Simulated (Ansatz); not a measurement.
# Work function of Ag(100): what the settings cost and change, part 2 of 2

Aim: the work function of Ag(100) across levels of theory at one geometry.

Ansatz 0.2.0; plane-wave DFT, PBE, Ansatz PAW (the session's first sound run).

So far, work function, upper face (eV): step 2 (slab, setting PBE, Ansatz PAW (420 eV)) 4.30; step 4 (PBEsol) 4.42; step 5 (RPBE) 4.09; step 6 (r2SCAN) 4.25; step 7 (PBE JTH) 4.29.

## (8) Run

This step: plane-wave DFT, PBE, norm-conserving (Ansatz 0.2.0).

The input, input.yaml:

```yaml
crystal:
  lattice:
    - [2.8920667351, 0.0, 0.0]
    - [0.0, 2.8920667351, 0.0]
    - [0.0, 0.0, 30.27]
  atoms:
    - { symbol: Ag, position: [0.0, 0.0, 0.2973240833] }
    - { symbol: Ag, position: [0.5, 0.5, 0.3648827222] }
    - { symbol: Ag, position: [0.0, 0.0, 0.4324413611] }
    - { symbol: Ag, position: [0.5, 0.5, 0.5] }
    - { symbol: Ag, position: [0.0, 0.0, 0.5675586389] }
    - { symbol: Ag, position: [0.5, 0.5, 0.6351172778] }
    - { symbol: Ag, position: [0.0, 0.0, 0.7026759167] }
kpoints:
  mp_grid: { grid: [14, 14, 1] }
hamiltonian:
  xc: pbe
  pseudopotentials: { kind: nc }
scf:
  occupations: { method: fermi_dirac, width: 0.1 }
  convergence: { dr2_threshold: 1.0e-09 }
efield:
  axis: 3
  dipole_correction: true
  ramp_position: 0.97
  ramp_width: 0.06
output:
  write_potential: true
  write_density: true
  volumetric_format: npy
```

The run is started by

```sh
> ansatz run input.yaml --threads 4 --pin off --max-ram 6144MiB --backend cpu --events-out ev --progress --plain --runs-dir out
```

Numbers of over 12 decimals in the logs are rounded to 6 here.

What it wrote:

```text
[...]
Crystal: 7 atoms, lattice volume = 253.180 Å³
Basis set: ecut = 960 eV, 17201 PW (Γ)
Bands: 80, of which v1, the nominal top of the filled ones, is band 67 counted from 1 (66 counted from 0)
Symmetry: 8 space group operations
k-points: 36 of 196
[...]
k-point 0: bands = [... 63 lower, 3.0059, 3.0281, 3.1805, 3.1805, 3.5201, 5.1001, 6.6028, 7.4166, ... 9 higher]
  k-point 1: bands = [... 63 lower, 2.9837, 3.0286, 3.0525, 3.1809, 3.7813, 5.3030, 6.7899, 7.6509, ... 9 higher]
  k-point 2: bands = [... 63 lower, 2.9664, 3.1027, 3.1100, 3.1552, 4.2669, 5.7944, 7.2901, 8.2724, ... 9 higher]
  k-point 35: bands = [... 63 lower, 7.9543, 7.9543, 8.9193, 8.9193, 10.2273, 10.2273, 11.7085, 11.7085, ... 9 higher]
[key lines of the parts left out:]
SCF converged after 9 iterations
Free energy (F): -29504.117620 eV
Fermi energy:    5.984383 eV
Dipole field:    D = -0.000000 V/Å  (p = -0.000000 e·Å, saw-weighted, corrected)
Work function:   Φ+ = 4.2952 eV   Φ− = 4.2952 eV
```

The job ended after 2.9 min (4 threads of Arm Neoverse N1, shared host; peak memory 2.8 GiB; 9.9 min of CPU time).

The work function is 4.295 eV, -0.001 eV from the run “PBE, Ansatz PAW (420 eV)”, at 3.4 times its CPU time.

## (9) Run

This step: plane-wave DFT, LDA, norm-conserving (Ansatz 0.2.0).

Changes to input.yaml since step 8:

```diff
@@ -16,3 +16,3 @@
 hamiltonian:
-  xc: pbe
+  xc: lda
   pseudopotentials: { kind: nc }
```

What it wrote:

```text
[...]
Crystal: 7 atoms, lattice volume = 253.180 Å³
Basis set: ecut = 1170.089609 eV, 22869 PW (Γ)
Bands: 80, of which v1, the nominal top of the filled ones, is band 67 counted from 1 (66 counted from 0)
Symmetry: 8 space group operations
k-points: 36 of 196
[...]
k-point 0: bands = [... 63 lower, 2.6596, 2.6810, 2.8287, 2.8287, 3.0642, 4.6383, 6.1623, 6.9712, ... 9 higher]
  k-point 1: bands = [... 63 lower, 2.6365, 2.6702, 2.7020, 2.8297, 3.3407, 4.8476, 6.3525, 7.2104, ... 9 higher]
  k-point 2: bands = [... 63 lower, 2.6160, 2.7104, 2.7530, 2.8039, 3.8298, 5.3467, 6.8590, 7.8435, ... 9 higher]
  k-point 35: bands = [... 63 lower, 7.4724, 7.4724, 8.4436, 8.4436, 9.7540, 9.7540, 11.2352, 11.2352, ... 9 higher]
[key lines of the parts left out:]
SCF converged after 10 iterations
Free energy (F): -29520.324331 eV
Fermi energy:    5.535829 eV
Dipole field:    D = 0.000000 V/Å  (p = 0.000000 e·Å, saw-weighted, corrected)
Work function:   Φ+ = 4.7215 eV   Φ− = 4.7215 eV
```

Elapsed: 4.7 min, on 4 threads; peak memory 3.7 GiB.

The work function is 4.722 eV, +0.426 eV from the run “PBE, Ansatz PAW (420 eV)”, at 5.7 times its CPU time.

## (10) Slab, setting PBE, all layers relaxed

This step: plane-wave DFT, PBE, Ansatz PAW (Ansatz 0.2.0).

Changes to input.yaml since step 9:

```diff
@@ -16,4 +16,3 @@
 hamiltonian:
-  xc: lda
-  pseudopotentials: { kind: nc }
+  xc: pbe
 scf:
@@ -26,2 +25,5 @@
   ramp_width: 0.06
+relax:
+  f_tol: 0.01
+  max_steps: 40
 output:
```

What it wrote:

```text
[...]
Crystal: 7 atoms, lattice volume = 253.180 Å³
Basis set: ecut = 420 eV, 4929 PW (Γ), exchange–correlation on 40×40×432 points (8 copies of the dense FFT grid, shifted against one another)
Bands: 80, of which v1, the nominal top of the filled ones, is band 67 counted from 1 (66 counted from 0)
Symmetry: 8 space group operations
k-points: 36 of 196
[...]
F+E_penalty+E_count = -53133.02788912 eV   max|allowed force component| = 4.414e-3 eV/Å
  atoms:
    - { symbol: Ag, position: [0, 0.0, 0.291593] }
    - { symbol: Ag, position: [0.5, 0.5, 0.360121] }
    - { symbol: Ag, position: [0, 0.0, 0.430029] }
    - { symbol: Ag, position: [0.5, 0.5, 0.500000] }
    - { symbol: Ag, position: [0, 0.0, 0.569971] }
    - { symbol: Ag, position: [0.5, 0.5, 0.639879] }
    - { symbol: Ag, position: [0, 0.0, 0.708407] }
[key lines of the parts left out:]
SCF converged after 8 iterations
Free energy (F): -53133.027889 eV
Fermi energy:    5.927048 eV
Dipole field:    D = -0.000000 V/Å  (p = -0.000000 e·Å, saw-weighted, corrected)
Work function:   Φ+ = 4.2928 eV   Φ− = 4.2928 eV
```

Wall time 2 min (4 threads); peak memory 0.94 GiB.

The relaxation took 3 steps and lowered the energy by 0.034 eV; the largest force on the free atoms ends at 0.0044 eV/Å.

The work function is 4.293 eV, -0.003 eV from the run “PBE, Ansatz PAW (420 eV)”, at 2.2 times its CPU time.

## (11) Run

This step: plane-wave DFT, PBE, fully relativistic PAW with spin-orbit coupling (Ansatz 0.2.0).

Changes to input.yaml since step 10:

```diff
@@ -17,2 +17,3 @@
   xc: pbe
+  pseudopotentials: { kind: paw_fr }
 scf:
@@ -25,5 +26,5 @@
   ramp_width: 0.06
-relax:
-  f_tol: 0.01
-  max_steps: 40
+magnetization:
+  noncollinear: true
+  spin_orbit: true
 output:
```

What it wrote:

```text
[...]
non-collinear run that drives no moment, with spin-orbit: no starting moment large enough to seed its density (crystal.atoms[].spin), no starting occupations that ask for one, no magnetisation constraint and no magnetic field, so the semilocal B_xc is pinned to zero
Crystal: 7 atoms, lattice volume = 253.180 Å³
[...]
k-point 1: bands = [... 129 lower, 3.0148, 3.1368, 3.1368, 3.2784, 3.2784, 3.7546, 3.7546, 5.2571, ... 23 higher]
  k-point 2: bands = [... 129 lower, 3.1100, 3.1133, 3.1133, 3.1990, 3.1990, 4.2325, 4.2325, 5.7481, ... 23 higher]
  k-point 35: bands = [... 129 lower, 7.8919, 8.8385, 8.8385, 8.8653, 8.8653, 10.1297, 10.1297, 10.1821, ... 23 higher]
[key lines of the parts left out:]
SCF converged after 11 iterations
Magnetization: |M| = 0.0000 μB,  M = (+0.0000, +0.0000, +0.0000) μB
Free energy (F): -53149.451962 eV
Fermi energy:    5.937220 eV
Dipole field:    D = -0.000000 V/Å  (p = -0.000000 e·Å, saw-weighted, corrected)
Work function:   Φ+ = 4.2993 eV   Φ− = 4.2993 eV
```

Elapsed: 7.5 min, on 4 threads; peak memory 4.4 GiB; 27 min of CPU time.

The work function is 4.299 eV, +0.004 eV from the run “PBE, Ansatz PAW (420 eV)”, at 9.4 times its CPU time.

## (12) Side by side

Times are for 4 threads of Arm Neoverse N1, shared host. The runs compared:

```
no.                                setting  work function, upper face (eV)     time  memory (GiB)
  1               PBE, Ansatz PAW (420 eV)                           4.296     51 s           1.1
  2               LDA, Ansatz PAW (420 eV)                           4.719     63 s           1.1
  3            PBEsol, Ansatz PAW (420 eV)                           4.420     58 s           1.1
  4              RPBE, Ansatz PAW (420 eV)                           4.094     59 s           1.1
  5            r2SCAN, Ansatz PAW (500 eV)                           4.249  2.6 min           1.7
  6                 PBE, JTH PAW (1380 eV)                           4.293  3.2 min           3.3
  7          PBE, norm-conserving (960 eV)                           4.295  2.9 min           2.8
  8         LDA, norm-conserving (1170 eV)                           4.722  4.7 min           3.7
  9                PBE, all layers relaxed                           4.293    2 min          0.94
 10  PBE with spin-orbit coupling (420 eV)                           4.299  7.5 min           4.4
```

## (13) The same run with other settings

This step: plane-wave DFT, PBE, Ansatz PAW (Ansatz 0.2.0).

An input spoilt on purpose, to show how the run answers: it repeats the earlier run “PBE, Ansatz PAW (420 eV)” with efield.ramp_width from 0.06 to 0.9, and scf.max_iter set to 100; its output block differs too.

Changes to input.yaml since step 11:

```diff
@@ -17,3 +17,2 @@
   xc: pbe
-  pseudopotentials: { kind: paw_fr }
 scf:
@@ -21,2 +20,3 @@
   convergence: { dr2_threshold: 1.0e-09 }
+  max_iter: 100
 efield:
@@ -25,6 +25,3 @@
   ramp_position: 0.97
-  ramp_width: 0.06
-magnetization:
-  noncollinear: true
-  spin_orbit: true
+  ramp_width: 0.9
 output:
```

What it wrote:

```text
Engine: ansatz 0.2.0, aarch64-unknown-linux-gnu
Pseudopotentials: kind: paw
Pseudopotential: Ag, paw, valence charge 19, recommended cutoff 420 eV (normal), Ag.paw.azcp
Functional definition: PBE
  parameter kappa = 0.804
  parameter beta = 0.066725
  exchange = pbe_x(kappa = kappa, mu = beta*pi^2/3)
  correlation = pbe_c(beta = beta)
Crystal: 7 atoms, lattice volume = 253.180 Å³
Basis set: ecut = 420 eV, 4929 PW (Γ)
Bands: 80, of which v1, the nominal top of the filled ones, is band 67 counted from 1 (66 counted from 0)
Symmetry: 8 space group operations
k-points: 36 of 196
Non-local potential: Ag, projectors of the file, l = 0: 3, l = 1: 2, l = 2: 2, l = 3: 1
PAW form: soft (Blöchl's): semilocal exchange-correlation on the pseudo side does not see the compensation charge
PAW one-centre angular grid: Ag, 590 points (default); XC on 64 Gauss nodes
Initial density: superposition of atomic densities (neutral atoms: chi_scale 0, normalization atom), corrected by the library's trained network
Initial wavefunctions: pseudopotential atomic-orbital guess
Functional: x = pbe(κ = 0.804, μ = 0.219515), c = pbe(β = 0.066725)
Error: efield: ion 0 (Ag) at fractional coordinate 0.2973 along the field axis lies inside the sawtooth ramp with 2 of the planes that the density is read on at each end, [0.9607, 0.8793] — the ramp must sit in vacuum (an ion there feels the fictitious reversed slope); set or move the ramp (efield.ramp_position / ramp_width) or move the geometry
```

Run time: 0.59 s. Hardware: 4 threads; peak memory 0.47 GiB.

The program refused the input before any cycle.

The program's message: “Error: efield: ion 0 (Ag) at fractional coordinate 0.2973 along the field axis lies inside the sawtooth ramp with 2 of the planes that the density is read on at each end, [0.9607, 0.8793] — the ramp m …”

The fault put into the input: a ramp so wide that it reaches the atoms.

## (14) Results

| Property | Result |
| --- | --- |
| work function, PBE, Ansatz PAW (420 eV) | 4.296 eV |
| work function, LDA, Ansatz PAW (420 eV) | 4.719 eV |
| work function, RPBE, Ansatz PAW (420 eV) | 4.094 eV |
| work function, r2SCAN, Ansatz PAW (500 eV) | 4.249 eV |
| work function, LDA, norm-conserving (1170 eV) | 4.722 eV |
| work function, PBE, all layers relaxed | 4.293 eV |
| work function, PBE with spin-orbit coupling (420 eV) | 4.299 eV |

PBE on the default files gives 4.30 eV, and the settings tried spread the value from 4.09 to 4.72 eV. At one geometry LDA lies 0.42 eV above PBE. The choice of pseudopotentials moves the PBE value by 0.003 eV. Relaxing the layers changes it by -0.003 eV. Spin-orbit coupling, on the fully relativistic files, changes it by +0.00 eV. The ladder's slabs use the tabulated experimental lattice constant (two decimals; a low-temperature value for the alkali metals).

Comparison with the measured values:

```
                                               quantity  measured  PBE, Ansatz PAW (420 eV)  PBEsol, Ansatz PAW (420 eV)  r2SCAN, Ansatz PAW (500 eV)  LDA, norm-conserving (1170 eV)  PBE, all layers relaxed  PBE with spin-orbit coupling (420 eV)
work function (clean (100) face, a compiled value) (eV)      4.36           4.30 (-0.06 eV)              4.42 (+0.06 eV)              4.25 (-0.11 eV)                 4.72 (+0.36 eV)          4.29 (-0.07 eV)                        4.30 (-0.06 eV)
```

Of 8 levels, the nearest, the farthest and some others are shown.

Measured values from arxiv:1902.07811 (2019).

How well it matches: For the work function, of the levels listed nearest comes PBEsol, Ansatz PAW (420 eV) (+0.06 eV, good agreement) and farthest LDA, norm-conserving (1170 eV) (+0.36 eV, a clear miss). The grades are ours: good and fair within 3 and 7 % for the work function.

[Logs are printed without paths, hosts, clocks, repeated set-up lines and the standing remarks that a program may print on its own settings, such as how far it seeks lower states.]

[Hosts, paths, dates, database ids (printed as entryN), source tags and the programs' standing remarks are cut or masked in the printed files.]

[Maps of the electrostatic potential energy from Ansatz leave out the sawtooth potential of an applied field or a dipole correction, so their vacuum need not be flat; planar profiles and work functions include it.]
